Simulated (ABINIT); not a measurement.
## CdS (Hawleyite): G0W0 in ABINIT against the exchange cutoff

Aim: move the exchange cutoff of a G0W0 run on CdS (Hawleyite) over a wide range.

Method: PBE and many-body steps on it, plane waves, in ABINIT 10.8.3.

Most raw output is cut from this account.

## (1) Set-up

Symmetry: F-43m, No. 216, cubic system. The conventional cell has a = 5.833 Å, b = 5.833 Å, c = 5.833 Å, α = 90.00°, β = 90.00°, γ = 90.00°. Nearest to Cd lie 4 S at 2.53 Å. S has 4 Cd at 2.53 Å nearest. Farther neighbours and most contacts between anions are not listed.

Coordinates:

```cif
data_structure
_symmetry_space_group_name_H-M 'F-43m'
_symmetry_Int_Tables_number 216
_cell_length_a 5.8330
_cell_length_b 5.8330
_cell_length_c 5.8330
_cell_angle_alpha 90.000
_cell_angle_beta 90.000
_cell_angle_gamma 90.000
_cell_volume 198.46
loop_
_atom_site_label
_atom_site_type_symbol
_atom_site_symmetry_multiplicity
_atom_site_Wyckoff_symbol
_atom_site_fract_x
_atom_site_fract_y
_atom_site_fract_z
_atom_site_occupancy
Cd1 Cd 4 a 0.00000 0.00000 0.00000 1
S1 S 4 d 0.25000 0.25000 0.75000 1
```

The cell and positions come from the Crystallography Open Database and are kept as given unless a step says otherwise.

## (2) Screening, 4×4×4 mesh, 93 bands, screening to 163.3 eV

This step: ABINIT 10.8.3; RPA screening on PBE, plane waves, norm-conserving pseudopotentials.

The RPA dielectric matrix is built and inverted for each q.

Input file run.abi:

```
acell 3*1.0 Angstrom
rprim 
  -0.000000000000 2.916500000000 2.916500000000
  2.916500000000 -0.000000000000 2.916500000000
  2.916500000000 2.916500000000 -0.000000000000
ntypat 2
znucl 48 16
natom 2
typat 1 2
xred 
  0.000000000000 0.000000000000 0.000000000000
  0.250000000000 0.250000000000 0.250000000000
pp_dirpath "pseudos"
pseudos "Cd.upf, S.upf"
ecut 47
ngkpt 4 4 4
nshiftk 1
shiftk 0 0 0
kptopt 1
chksymbreak 0
istwfk *1
occopt 1
irdwfk 1
optdriver 3
nband 93
ecuteps 6
inclvkb 2
awtr 1
symchi 1
indata_prefix "in"
outdata_prefix "out"
tmpdata_prefix "tmp"
```

The run is started by

```console
$ OMP_NUM_THREADS=1 mpirun -n 8 abinit run.abi > log
```

Run time: 25 s. Hardware: 8 MPI ranks of AMD EPYC 7R43, shared host; peak memory 2 GiB.

This step gave:

| Quantity | Value |
| --- | --- |
| ε∞ with local fields, on this mesh, along the program's q direction | 11.06 |
| the same without local fields | 11.77 |
| plasma frequency | 26.88 eV |
| plane waves in the screening matrix | 259 |

Local fields lower ε∞ by 6 %. On a Γ-centred mesh this coarse the value itself is usually too large, while a short band sum pulls it down.

## (3) 4.7 Ha

This step: G0W0 on PBE, plane waves, norm-conserving pseudopotentials.

run.abi, as its differences from that of step 2:

```diff
@@ -23,8 +23,15 @@
 irdwfk 1
-optdriver 3
+optdriver 4
 nband 93
+gwcalctyp 0
+ecutsigx 4.7
+symsigma 1
+nkptgw 1
+kptgw 
+  0.0000000000 0.0000000000 0.0000000000
+bdgw 
+  11 17
 ecuteps 6
-inclvkb 2
-awtr 1
-symchi 1
+irdscr 1
+ppmodel 1
 indata_prefix "in"
```

Run time: 4.6 s. Hardware: 8 MPI ranks; peak memory 0.99 GiB; 34 s of CPU time.

This step gave:

```yaml
g0w0_gap_on_the_points_computed: 1.632 eV
starting_gap_on_the_mesh: 1.145 eV
k_of_the_valence_top: 0, 0, 0
k_of_the_conduction_bottom: 0, 0, 0
z_at_the_valence_top: 0.782
z_at_the_conduction_bottom: 0.813
least_direct_g0w0_gap_on_the_computed_points: 1.632 eV
```

## (4) 9.4 Ha

run.abi, as its differences from that of step 3:

```diff
@@ -26,3 +26,3 @@
 gwcalctyp 0
-ecutsigx 4.7
+ecutsigx 9.4
 symsigma 1
```

The job ended after 6.1 s (8 MPI ranks; peak memory 1.1 GiB; 46 s of CPU time).

This step gave:

```yaml
g0w0_gap_on_the_points_computed: 1.865 eV
starting_gap_on_the_mesh: 1.145 eV
k_of_the_valence_top: 0, 0, 0
k_of_the_conduction_bottom: 0, 0, 0
z_at_the_valence_top: 0.782
z_at_the_conduction_bottom: 0.813
least_direct_g0w0_gap_on_the_computed_points: 1.865 eV
```

## (5) 18.8 Ha

The self-energy is evaluated for the states that the input lists, and the levels follow from it, in one-shot runs by the linearised quasiparticle equation.

run.abi, as its differences from that of step 4:

```diff
@@ -26,3 +26,3 @@
 gwcalctyp 0
-ecutsigx 9.4
+ecutsigx 18.8
 symsigma 1
```

The job ended after 6.3 s (8 MPI ranks; peak memory 1.7 GiB).

Numbers from this step:

```yaml
g0w0_gap_on_the_points_computed: 1.999 eV
starting_gap_on_the_mesh: 1.145 eV
k_of_the_valence_top: 0, 0, 0
k_of_the_conduction_bottom: 0, 0, 0
least_direct_g0w0_gap_on_the_computed_points: 1.999 eV
```

The gap on the mesh goes from 1.14 eV to 2.00 eV, a correction of +0.85 eV.

## (6) 32.9 Ha

run.abi, as its differences from that of step 5:

```diff
@@ -26,3 +26,3 @@
 gwcalctyp 0
-ecutsigx 18.8
+ecutsigx 32.9
 symsigma 1
```

Wall time 6.4 s (8 MPI ranks); peak memory 1.7 GiB; 49 s of CPU time.

This step gave:

```yaml
g0w0_gap_on_the_points_computed: 2.046 eV
starting_gap_on_the_mesh: 1.145 eV
k_of_the_valence_top: 0, 0, 0
k_of_the_conduction_bottom: 0, 0, 0
least_direct_g0w0_gap_on_the_computed_points: 2.046 eV
```

Against the run before, the gap moves by +0.047 eV.

## (7) 47 Ha

run.abi, as its differences from that of step 6:

```diff
@@ -26,3 +26,3 @@
 gwcalctyp 0
-ecutsigx 32.9
+ecutsigx 47
 symsigma 1
```

Run time: 6.4 s. Hardware: 8 MPI ranks; peak memory 1.7 GiB.

This step gave:

```yaml
g0w0_gap_on_the_points_computed: 2.052 eV
starting_gap_on_the_mesh: 1.145 eV
k_of_the_valence_top: 0, 0, 0
k_of_the_conduction_bottom: 0, 0, 0
least_direct_g0w0_gap_on_the_computed_points: 2.052 eV
```

Against the run before, the gap moves by +0.006 eV.

## (8) The runs together

Times are wall times on 8 MPI ranks of AMD EPYC 7R43, shared host, good to a factor of about two. A run's time includes the screening step that it read.

```
    run   mesh  bands  screening cutoff (eV)  DFT gap (eV)  gap on the mesh (eV)  direct (eV)  ε∞ used  time
 4.7 Ha  4×4×4     93                  163.3         1.145                 1.632        1.632    11.06  30 s
 9.4 Ha  4×4×4     93                  163.3         1.145                 1.865        1.865    11.06  31 s
18.8 Ha  4×4×4     93                  163.3         1.145                 1.999        1.999    11.06  31 s
32.9 Ha  4×4×4     93                  163.3         1.145                 2.046        2.046    11.06  32 s
  47 Ha  4×4×4     93                  163.3         1.145                 2.052        2.052    11.06  32 s
```

## (9) Results

```yaml
4p7_ha: 1.632 eV
9p4_ha: 1.865 eV
18p8_ha: 1.999 eV
32p9_ha: 2.046 eV
47_ha: 2.052 eV
known_limits: not at the basis limit; no spin-orbit coupling; coarse k mesh
```

What this shows: The setting moved: exchange cutoff. From 4.7 Ha to 47 Ha the gap moves by +0.42 eV. It holds to 0.03 eV from 32.9 Ha on. Bands and screening cutoff are coupled, so a series along one setting does not show full convergence. Below the screening cutoff the correlation part is cut too. Bands and cutoff are finite, so the gap is not at the basis limit. The miss can reach some tenths of an eV and take either sign; the mesh is an error of its own. In the first G0W0 run levels were corrected at 1 k point alone, so a gap called «on the mesh» is the least over those, and an edge elsewhere would be missed. The 4×4×4 mesh is coarse for this cell, which bears on the long-range parts of exchange and screening. The many-body steps are scalar-relativistic: spin-orbit coupling is not in them.

[Paths, hosts, dates, memory and timing lines, banners, echoed tables and standing remarks are left out of the program output.]

[Logs are printed without paths, hosts, clocks, repeated set-up lines and the standing remarks that a program may print on its own settings, such as how far it seeks lower states.]

[Runs of the session that timed out or met a known fault of the program may be left out.]

[No measured gap is set beside runs whose start may be inverted or whose files or cutoffs have a known fault.]

[Hosts, paths, dates, database ids (printed as entryN), source tags and the programs' standing remarks are cut or masked in the printed files.]

[G0W0 gaps are taken among the corrected bands and points alone; a level outside them can change the order at an edge.]

[Where Ansatz stands beside ABINIT at settings called matched, ABINIT's density can come from a denser mesh and the files from another edition; pairs whose starting gaps differed by over 0.03 eV were left out, so agreement reads better than it is.]
